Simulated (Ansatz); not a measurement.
# Re (P6_3/mmc, 2 atoms in the cell) under biaxial strain in the (0001) plane, that of a and b, part 2 of 3

Aim: how do the optical modes of Re (P6_3/mmc, 2 atoms in the cell) shift and split under this strain?

Ansatz 0.2.0; DFT PBEsol, scalar-relativistic, plane waves, PAW; PAW set soft_1.

So far: Starting point; Bringing the structure to rest.

## 3. Tight relaxation

Phonons need small forces and stress, so the relaxation is finished with tight tolerances on 18×18×12 k points.

input.yaml reads:

```yaml
crystal:
  lattice:
    - [2.7504670545, 0.0, 0.0]
    - [-1.3752335272, 2.3819743415, 0.0]
    - [0.0, 0.0, 4.4433240936]
  atoms:
    - { symbol: Re, position: [0.3333333333, 0.6666666667, 0.25] }
    - { symbol: Re, position: [0.6666666667, 0.3333333333, 0.75] }
kpoints:
  mp_grid: { grid: [18, 18, 12] }
hamiltonian:
  xc: pbesol
  pseudopotentials: { kind: paw, azcp: { folder: soft_1 }, xc_functional: pbe }
scf:
  occupations: { method: methfessel_paxton, width: 0.2 }
output:
  forces: true
  stress: true
  eigenvalues: true
  write_density: true
  write_potential: true
  elf: true
  volumetric_format: npy
relax:
  adjacent_minimum: "off"
  f_tol: 0.001
  max_steps: 60
  cell: { stress_tol: 0.01 }
```

Command:

```
> ansatz run input.yaml --threads 4 --pin off --max-ram 10240MiB --backend cpu --events-out ev --progress --plain --runs-dir out
```

Numbers of over 12 decimals in the logs are rounded to 6 here.

What it wrote:

```text
[...]
Crystal: 2 atoms, lattice volume = 29.111 Å³
Basis set: ecut = 420 eV, 573 PW (Γ), exchange–correlation on 40×40×60 points (8 copies of the dense FFT grid, shifted against one another)
Bands: 19, of which v1, the nominal top of the filled ones, is band 15 counted from 1 (14 counted from 0)
Symmetry: 24 space group operations
[...]
k-points: 259 of 3888
[...]
k-point 258: bands = [... 11 lower, 20.3840, 22.0051, 22.0051, 24.2284, 24.2284, 27.5864, 27.5864, 33.8478]
--- Relaxed structure (3 steps of the walk, 2 accepted, 1 SCFs on fresh bases) ---
[...]
cell:  # Å, volume = 29.1038 Å³
    - [2.750753, -2.887060675262894e-11, 0.0]
    - [-1.375377, 2.382222, 0.0]
    - [0.0, 0.0, 4.441356]
  atoms:
    - { symbol: Re, position: [0.333333, 0.666667, 0.250000] }
    - { symbol: Re, position: [0.666667, 0.333333, 0.750000] }
[key lines of the parts left out:]
SCF converged after 4 iterations
Free energy (F): -21476.753772 eV
Fermi energy:    24.154679 eV
P = ⅓ Tr σ = -0.0046 GPa (-0.046 kbar)
```

Wall time 16 s (4 threads of Intel Xeon at 2.50GHz (Skylake/Cascade Lake), shared host); peak memory 0.46 GiB; 57 s of CPU time.

Little changed from the start: no atom moved by 0.005 Å and no cell edge by 0.1 %.

This step gave:

| Item | Value |
| --- | --- |
| pressure | -0.004579 GPa |
| volume per atom | 14.55 Å³ |

Electrostatic potential energy in the ac plane at fractional y = 0.333, with atoms of Re within 0.2 Å of it. With pseudopotentials it is smooth inside the atoms' cores, unlike the true potential.

Values in eV, 22 rows by 14 columns, each cell a mean:
```
 22  24  24  24  23  21  17  11   5   2   2   7  13  18
 19  22  24  24  21  16   7  -6 -17 -22 -21 -14  -2  11
 13  20  23  22  19   9  -8 -25 -36 -41 -40 -33 -20  -2
  7  18  22  21  16   1 -20 -38 -48 -51 -51 -45 -33 -13
  3  17  21  20  13  -4 -27 -44 -51 -51 -51 -51 -39 -20
  3  17  21  20  13  -4 -27 -44 -51 -51 -51 -51 -39 -20
  7  18  22  21  16   1 -20 -38 -48 -50 -50 -45 -33 -13
 13  20  23  22  19   9  -8 -25 -36 -41 -40 -33 -20  -2
 18  22  24  24  21  16   6  -7 -17 -22 -21 -14  -3  10
 21  23  24  24  23  20  16  10   4   0   1   6  12  18
 23  23  23  23  23  22  21  19  17  16  16  18  20  21
 22  21  20  20  21  22  22  22  22  22  22  22  22  22
 18  16  14  14  16  19  21  23  24  24  24  24  23  21
 13   8   4   5   9  14  19  22  24  24  24  24  22  18
  7  -1  -5  -4   1   9  16  21  23  24  24  23  20  15
  3  -6 -11 -10  -4   5  14  20  23  24  24  22  19  13
  3  -6 -11 -10  -4   5  14  20  23  24  24  22  19  13
  7  -1  -6  -5   0   8  16  21  23  24  24  23  20  15
 13   7   4   4   8  14  19  22  24  24  24  24  22  18
 18  16  14  14  16  19  21  23  24  24  24  24  23  21
 22  21  20  20  21  22  22  23  23  23  23  23  23  22
 23  23  23  23  23  22  21  20  18  17  18  19  20  22
```
Columns run along a (2.8 Å; values clipped at the 3rd and 97th percentile), rows up along c (4.4 Å). Atoms in or near the plane, at fractional coordinates: Re at (0.67, 0.75).

ELF in the ac plane at fractional y = 0.333, with atoms of Re within 0.2 Å of it. It is the smooth field of the valence electrons, not physical close to the nuclei.

Ten even steps from '_' (0.21) to '@' (0.72):
```
::------::..____........__..
__::----..__..--++****++::__
__..--::..__--##@@@@@@@@**::
....--::__::**@@@@@@@@@@@@++
::..::::..--%%@@%%++**@@@@**
::..::::..--%%@@##====%%@@##
....::::__--##@@@@####@@@@**
__..--::__..++%%@@@@@@@@%%--
__::----..__::++%%%%%%##==..
..::----::..__..--====::..__
::::::::::::..__________..::
::......::----::::....::----
..________..--============::
__________..::--========--..
__..::::......::--====--..__
..--====--......::----::..__
::==++++==::__..::::::..____
::==++++--::__..::::::::____
..::----::......------::..__
____......__..::======--::..
__________..::--========--::
::..____..::----------------
--::::::::--::....____..::::
```
Columns run along a (2.8 Å), rows up along c (4.4 Å). Atoms in or near the plane, at fractional coordinates: Re at (0.67, 0.75).

Valence density in the ac plane at fractional y = 0.333, with atoms of Re within 0.2 Å of it. It is the smooth field of the valence electrons, not physical close to the nuclei.

Values in e/Å³, 22 rows by 14 columns, each cell a mean:
```
0.4 0.3 0.3 0.3 0.4 0.4 0.5 0.7 0.9 1.1 1.0 0.8 0.6 0.5
0.5 0.4 0.3 0.3 0.4 0.5 0.9 1.5 2.2 2.6 2.5 1.9 1.2 0.7
0.6 0.4 0.4 0.4 0.5 0.8 1.5 2.9 4.3 5.0 4.8 3.8 2.4 1.2
0.8 0.5 0.4 0.4 0.6 1.1 2.5 4.5 6.1 6.7 6.6 5.7 3.8 1.9
1.0 0.5 0.4 0.4 0.6 1.3 3.1 5.4 6.9 7.0 7.0 6.5 4.7 2.4
1.0 0.5 0.4 0.4 0.6 1.4 3.1 5.4 6.8 7.0 7.0 6.5 4.7 2.4
0.8 0.5 0.4 0.4 0.6 1.1 2.5 4.5 6.1 6.7 6.5 5.7 3.8 1.9
0.6 0.4 0.4 0.4 0.5 0.8 1.6 3.0 4.3 5.0 4.9 3.9 2.5 1.3
0.5 0.4 0.3 0.3 0.4 0.5 0.9 1.5 2.3 2.7 2.6 2.1 1.3 0.7
0.4 0.3 0.3 0.3 0.4 0.4 0.5 0.8 1.0 1.2 1.1 0.9 0.7 0.5
0.4 0.3 0.3 0.3 0.4 0.4 0.4 0.5 0.5 0.6 0.6 0.5 0.5 0.4
0.4 0.4 0.4 0.4 0.4 0.4 0.4 0.4 0.4 0.4 0.4 0.4 0.4 0.4
0.5 0.5 0.6 0.6 0.5 0.5 0.4 0.4 0.4 0.4 0.4 0.4 0.4 0.4
0.6 0.8 0.9 0.9 0.8 0.6 0.5 0.4 0.4 0.4 0.4 0.4 0.4 0.5
0.8 1.2 1.4 1.4 1.1 0.8 0.6 0.4 0.4 0.3 0.4 0.4 0.4 0.6
1.0 1.5 1.8 1.8 1.4 0.9 0.6 0.4 0.4 0.4 0.4 0.4 0.5 0.7
1.0 1.5 1.8 1.8 1.4 1.0 0.6 0.4 0.4 0.4 0.4 0.4 0.5 0.7
0.9 1.2 1.4 1.4 1.1 0.8 0.6 0.4 0.4 0.3 0.4 0.4 0.4 0.6
0.6 0.8 0.9 0.9 0.8 0.6 0.5 0.4 0.4 0.4 0.4 0.4 0.4 0.5
0.5 0.5 0.6 0.6 0.5 0.5 0.4 0.4 0.4 0.4 0.4 0.4 0.4 0.4
0.4 0.4 0.4 0.4 0.4 0.4 0.4 0.4 0.4 0.4 0.4 0.4 0.4 0.4
0.4 0.3 0.3 0.3 0.4 0.4 0.4 0.5 0.5 0.5 0.5 0.5 0.4 0.4
```
Columns run along a (2.8 Å), rows up along c (4.4 Å). Atoms in or near the plane, at fractional coordinates: Re at (0.67, 0.75).

The forces vanish by symmetry and the pressure is -0.005 GPa, within the tolerances set. The cell now holds 14.55 Å³/atom.

## 4. Zone-centre response at rest

The force constants come from the linear response of the density to a displacement.

The modes at rest are the reference of the series.

input.yaml, the sections that differ from step 3:

```yaml
crystal:
  lattice:
    - [2.7507534329, 0.0, 0.0]
    - [-1.3753767164, 2.3822223524, 0.0]
    - [0.0, 0.0, 4.4413559212]
  atoms:
    - { symbol: Re, position: [0.3333333333, 0.6666666667, 0.25] }
    - { symbol: Re, position: [0.6666666667, 0.3333333333, 0.75] }
output:
  eigenvalues: true
phonons:
  method: dfpt
# kpoints, hamiltonian, scf: as in step 3
# relax: removed
```

What it wrote:

```text
zone centre: on kpoints.mp_grid the ground state, and the responses unless they are solved on pairs of k-points, stand on 637 of the mesh's 3888 k-points, reduced under 4 symmetry operations, with k and −k counted as one. Each operation leaves every solved displacement unchanged or reverses it
[...]
Crystal: 2 atoms, lattice volume = 29.104 Å³
Basis set: ecut = 420 eV, 573 PW (Γ), exchange–correlation on 40×40×60 points (8 copies of the dense FFT grid, shifted against one another)
Bands: 19, of which v1, the nominal top of the filled ones, is band 15 counted from 1 (14 counted from 0)
Symmetry: 24 space group operations
k-points: 637 of 3888 (irreducible under 4 space group operations, time reversal used)
[...]
SCF iter   1: F=—  HF=-21477.172934 eV  |F-HF|=—  |Δ(HF+E_count)|=         —  Δρ=6.26e-2  dr2=1.06e0  ethr=3.10e-3  ⟨swp⟩=4.7  Hψ=47921  notcnv=0
[...]
SCF iter   8: F=-21476.753772 eV  HF=-21476.753772 eV  |F-HF|=3.64e-12  |Δ(HF+E_count)|=  3.64e-11  S|Δr|=    0.00e0  Δρ=1.02e-7  dr2=1.19e-12  ethr=1.00e-12  ⟨swp⟩=6.0  Hψ=52535  notcnv=0
SCF 1 converged in 8 iterations: F = -21476.753772 eV  dr2 = 1.19e-12
[...]
DFPT response loops at Γ: preconditioner auto → Kerker (q_TF=auto, 2.742 Å⁻¹) (partly filled bands, converged f_vac=0.000); β = 1.00, the filter's whole step (`scf.mixing.beta` (0.50) is not read by the response loops under this deck's `scf.mixing.preconditioner`; to damp them name `kerker` or `kerker_dos`, under which they read `scf.mixing.beta`, and type it under 1.00, their step now; both keys bind the ground state too); Broyden in place of MSR1
SCF converged after 8 iterations
[...]
Free energy (F): -21476.753772 eV
[...]
Internal energy: -21476.754485 eV  (E = F + TS)
E sigma→0 (E₀):  -21476.753950 eV
Entropy (-TS):   0.000713 eV (0.357 meV/atom)
Fermi energy:    24.154679 eV
[...]
--- Band table (eV; the first three rows and the last of 637) ---
  k-point 0: bands = [... 11 lower, 22.5564, 22.5632, 23.4130, 23.4130, 24.3580, 24.3580, 24.8135, 27.5976]
  k-point 1: bands = [... 11 lower, 22.5113, 22.5117, 23.3581, 23.3581, 24.4815, 24.4815, 24.5653, 27.6101]
  k-point 2: bands = [... 11 lower, 22.4156, 22.4156, 23.2094, 23.2094, 23.9373, 24.8078, 24.8078, 27.6247]
  k-point 636: bands = [... 11 lower, 20.8462, 21.9940, 21.9940, 23.9820, 23.9820, 28.2227, 28.2227, 30.6085]
--- Phonons (Γ-DFPT): 2 representative perturbations + reference, on 637 of 3888 k-points (Σ response iterations 5) ---
  k mesh reduced under 4 symmetry operations, with k and −k counted as one. Each operation leaves every solved displacement unchanged or reverses it
  ASR residual: 1.009e-4 → 0.000e0 eV/Å²; symmetrization residual: 6.646e-10 eV/Å²
  ASR residual per site (eV/Å²): 1.01e-4 1.01e-4
  Γ frequencies (cm⁻¹): 0.00 0.00 0.00 93.16 117.09 117.09
  non-analytic LO–TO correction: not included (Born effective charges unavailable; polar crystals: no LO–TO splitting at Γ)
```

Run time: 47 s. Hardware: 4 threads; peak memory 1.2 GiB; 2.6 min of CPU time.

The column dr2 measures how far the density is from self-consistency, as an energy; F and HF (Harris–Foulkes) agree once it is small.

This step gave:

- sum-rule residual before enforcement: 1.01e-4 eV/Å²
- point group: 6/mmm
- highest optical mode at the zone centre (no LO-TO term): 117.1 cm⁻¹
- lowest optical zone-centre mode: 93.16 cm⁻¹

Patterns of degenerate modes are one choice out of their space. Modes at Γ:

```tsv
mode	frequency (cm⁻¹)	symmetry
1	0.0	acoustic
2	0.0	acoustic
3	0.0	acoustic
4	93.2	B1g
5	117.1	E2g
6	117.1	E2g
```

Displacements in mode 4 (93.2 cm⁻¹), the largest set to 1:
```
Re1  0.00  0.00 -1.00
Re2  0.00  0.00  1.00
```

Displacements in mode 5 (117.1 cm⁻¹), the largest set to 1:
```
Re1  0.00  1.00  0.00
Re2  0.00 -1.00  0.00
```

Before it was imposed, the acoustic sum rule was missed by 1.0e-4 eV/Å². Small misses are needed for a sound result but don't prove that mesh and cutoff are converged. The lowest optical mode is real, 93.2 cm⁻¹.

## 5. Relaxation of a member: biaxial strain of +4 % in the (0001) plane, that of a and b

The cell takes a biaxial strain of +4 % in the (0001) plane, that of a and b. The strained lengths are held, while the rest of the cell and the atoms relax.

input.yaml, the sections that differ from step 4:

```yaml
crystal:
  lattice:
    - [2.8607835702, 0.0, 0.0]
    - [-1.4303917851, 2.4775112465, 0.0]
    - [0.0, 0.0, 4.3497436842]
  atoms:
    - { symbol: Re, position: [0.3333333333, 0.6666666667, 0.25] }
    - { symbol: Re, position: [0.6666666667, 0.3333333333, 0.75] }
output:
  forces: true
  stress: true
  eigenvalues: true
relax:
  adjacent_minimum: "off"
  f_tol: 0.001
  max_steps: 60
  cell: { stress_tol: 0.01, fix: [a, b, gamma] }
# kpoints, hamiltonian, scf: as in step 4
# phonons: removed
```

What it wrote:

```text
[...]
Crystal: 2 atoms, lattice volume = 30.829 Å³
Basis set: ecut = 420 eV, 603 PW (Γ), exchange–correlation on 40×40×60 points (8 copies of the dense FFT grid, shifted against one another)
Bands: 19, of which v1, the nominal top of the filled ones, is band 15 counted from 1 (14 counted from 0)
Symmetry: 24 space group operations
[...]
k-points: 259 of 3888
[...]
k-point 258: bands = [... 11 lower, 19.1904, 20.7113, 20.7113, 22.9910, 22.9910, 25.6720, 25.6720, 31.6331]
--- Relaxed structure (4 steps of the walk, 3 accepted, 1 SCFs on fresh bases) ---
[...]
cell:  # Å, volume = 30.6054 Å³
    - [2.860784, 0, 0.0]
    - [-1.430392, 2.477511, 0.0]
    - [0.0, 0.0, 4.318141]
  atoms:
    - { symbol: Re, position: [0.333333, 0.666667, 0.25] }
    - { symbol: Re, position: [0.666667, 0.333333, 0.750000] }
[key lines of the parts left out:]
SCF converged after 5 iterations
Free energy (F): -21476.562785 eV
Fermi energy:    22.742270 eV
P = ⅓ Tr σ = -15.8762 GPa (-158.762 kbar)
```

Run time: 27 s. Hardware: 4 threads; peak memory 0.46 GiB; 79 s of CPU time.

Step by step:

```tsv
step	energy less that of the first step (eV)	largest force component (eV/Å)	pressure (GPa)	volume (Å³)
1	0.0000	0.0000	-18.46	30.83
2	0.0057	0.0000	-11.25	30.23
3	-0.0033	0.0000	-15.93	30.61
4	-0.0033	0.0000	-15.88	30.61
5*	-0.0032	0.0000	-15.88	30.61
```

Relaxation steps marked * repeat the geometry before them on a plane-wave basis chosen anew for their cell, so energy and pressure can jump there. Relaxation step 2 was tried and not accepted.

The run keeps the 24 symmetry operations that it works with, so distortions that break them were not tested.

```tsv
conventional cell, symmetrised	before	after	change
a (Å)	2.861	2.861	-0.0 %
b (Å)	2.861	2.861	-0.0 %
c (Å)	4.350	4.318	-0.7 %
volume (Å³/atom)	15.41	15.30	-0.7 %
```

The relaxed structure:

```
Re
1.0
     2.86078    0.00000    0.00000
    -1.43039    2.47751    0.00000
     0.00000    0.00000    4.31814
Re
2
Direct
  0.33333 0.66667 0.25000
  0.66667 0.33333 0.75000
```

This step gave:

- pressure: -15.88 GPa
- volume per atom: 15.30 Å³

The forces vanish by symmetry.

The cell shrank by 0.7 % in volume.

## 6. Modes of this member: biaxial strain of +4 % in the (0001) plane, that of a and b

The zone-centre modes follow for biaxial strain of +4 % in the (0001) plane, that of a and b.

input.yaml, the sections that differ from step 5:

```yaml
crystal:
  lattice:
    - [2.8607835702, 0.0, 0.0]
    - [-1.4303917851, 2.4775112465, 0.0]
    - [0.0, 0.0, 4.3181412804]
  atoms:
    - { symbol: Re, position: [0.3333333333, 0.6666666667, 0.25] }
    - { symbol: Re, position: [0.6666666667, 0.3333333333, 0.75] }
output:
  eigenvalues: true
phonons:
  method: dfpt
# kpoints, hamiltonian, scf: as in step 5
# relax: removed
```

What it wrote:

```text
[...]
Crystal: 2 atoms, lattice volume = 30.605 Å³
Basis set: ecut = 420 eV, 591 PW (Γ), exchange–correlation on 40×40×60 points (8 copies of the dense FFT grid, shifted against one another)
Bands: 19, of which v1, the nominal top of the filled ones, is band 15 counted from 1 (14 counted from 0)
Symmetry: 24 space group operations
k-points: 637 of 3888 (irreducible under 4 space group operations, time reversal used)
[...]
SCF iter   1: F=—  HF=-21477.007790 eV  |F-HF|=—  |Δ(HF+E_count)|=         —  Δρ=6.25e-2  dr2=1.14e0  ethr=3.10e-3  ⟨swp⟩=4.5  Hψ=47530  notcnv=0
[...]
SCF iter   8: F=-21476.562785 eV  HF=-21476.562785 eV  |F-HF|=7.28e-12  |Δ(HF+E_count)|=  1.13e-10  S|Δr|=    0.00e0  Δρ=1.09e-7  dr2=1.72e-12  ethr=1.00e-12  ⟨swp⟩=4.0  Hψ=57071  notcnv=0
SCF 1 converged in 8 iterations: F = -21476.562785 eV  dr2 = 1.72e-12
[...]
SCF converged after 8 iterations
[...]
Free energy (F): -21476.562785 eV
[...]
Internal energy: -21476.563080 eV  (E = F + TS)
E sigma→0 (E₀):  -21476.562859 eV
Entropy (-TS):   0.000296 eV (0.148 meV/atom)
Fermi energy:    22.742270 eV
[...]
--- Band table (eV; the first three rows and the last of 637) ---
  k-point 0: bands = [... 11 lower, 21.1618, 22.0879, 22.1447, 22.1447, 22.3978, 22.3978, 24.0841, 25.9761]
  k-point 1: bands = [... 11 lower, 21.0704, 22.0239, 22.0671, 22.0671, 22.5780, 22.5780, 23.8036, 26.0138]
  k-point 2: bands = [... 11 lower, 20.9021, 21.8426, 21.8619, 21.8619, 23.0076, 23.0076, 23.1072, 26.0884]
  k-point 636: bands = [... 11 lower, 19.7109, 20.7018, 20.7018, 22.6252, 22.6252, 26.4829, 26.4829, 28.5313]
[...]
ASR residual: 1.352e-4 → 0.000e0 eV/Å²; symmetrization residual: 2.371e-13 eV/Å²
  ASR residual per site (eV/Å²): 1.35e-4 1.35e-4
  Γ frequencies (cm⁻¹): 0.00 0.00 0.00 106.62 113.41 113.41
[...]
```

Wall time 71 s (4 threads); peak memory 1.3 GiB.

Numbers from this step:

```yaml
sum_rule_residual_before_enforcement: 1.35e-4 eV/Å²
highest_optical_mode_at_the_zone_centre_no_lo_to_term: 113.4 cm⁻¹
lowest_optical_zone_centre_mode: 106.6 cm⁻¹
```

Patterns of degenerate modes are one choice out of their space. Modes at Γ:

```tsv
mode	frequency (cm⁻¹)	symmetry
1	0.0	acoustic
2	0.0	acoustic
3	0.0	acoustic
4	106.6	B1g
5	113.4	E2g
6	113.4	E2g
```

Displacements in mode 4 (106.6 cm⁻¹), the largest set to 1:
```
Re1  0.00  0.00 -1.00
Re2  0.00  0.00  1.00
```

Displacements in mode 5 (113.4 cm⁻¹), the largest set to 1:
```
Re1  0.00  1.00  0.00
Re2  0.00 -1.00  0.00
```

The lowest optical mode is real, 107 cm⁻¹, and the highest lies at 113.4 cm⁻¹.

For the highest optical mode at the zone centre (no LO-TO term), step 4 gave 117 cm⁻¹; this run, with strain 4 %, gives 113 cm⁻¹ (-3 %).

## 7. Relaxation of a member: biaxial strain of -4 % in the (0001) plane, that of a and b

The cell takes a biaxial strain of -4 % in the (0001) plane, that of a and b. The strained lengths are held, while the rest of the cell and the atoms relax.

input.yaml, the sections that differ from step 6:

```yaml
crystal:
  lattice:
    - [2.6407232955, 0.0, 0.0]
    - [-1.3203616477, 2.2869334583, 0.0]
    - [0.0, 0.0, 4.5249288252]
  atoms:
    - { symbol: Re, position: [0.3333333333, 0.6666666667, 0.25] }
    - { symbol: Re, position: [0.6666666667, 0.3333333333, 0.75] }
output:
  forces: true
  stress: true
  eigenvalues: true
relax:
  adjacent_minimum: "off"
  f_tol: 0.001
  max_steps: 60
  cell: { stress_tol: 0.01, fix: [a, b, gamma] }
# kpoints, hamiltonian, scf: as in step 6
# phonons: removed
```

What it wrote:

```text
[...]
Crystal: 2 atoms, lattice volume = 27.327 Å³
Basis set: ecut = 420 eV, 549 PW (Γ), exchange–correlation on 36×36×64 points (8 copies of the dense FFT grid, shifted against one another)
Bands: 19, of which v1, the nominal top of the filled ones, is band 15 counted from 1 (14 counted from 0)
Symmetry: 24 space group operations
[...]
k-points: 259 of 3888
[...]
k-point 258: bands = [... 11 lower, 21.8043, 23.5741, 23.5741, 25.6355, 25.6355, 29.6719, 29.6719, 36.2553]
--- Relaxed structure (4 steps of the walk, 3 accepted, 1 SCFs on fresh bases) ---
[...]
cell:  # Å, volume = 27.5085 Å³
    - [2.640723, -2.8867512368153238e-11, 0.0]
    - [-1.320362, 2.286933, 0.0]
    - [0.0, 0.0, 4.555022]
  atoms:
    - { symbol: Re, position: [0.333333, 0.666667, 0.250000] }
    - { symbol: Re, position: [0.666667, 0.333333, 0.750000] }
[key lines of the parts left out:]
SCF converged after 5 iterations
Free energy (F): -21476.483770 eV
Fermi energy:    25.911133 eV
P = ⅓ Tr σ = 26.9648 GPa (269.648 kbar)
```

Run time: 25 s. Hardware: 4 threads; peak memory 0.45 GiB; 74 s of CPU time.

[end of part 2 of 3]

[Logs are printed without paths, hosts, clocks, repeated set-up lines and the standing remarks that a program may print on its own settings, such as how far it seeks lower states.]

[Hosts, paths, dates, database ids (printed as entryN), source tags and the programs' standing remarks are cut or masked in the printed files.]
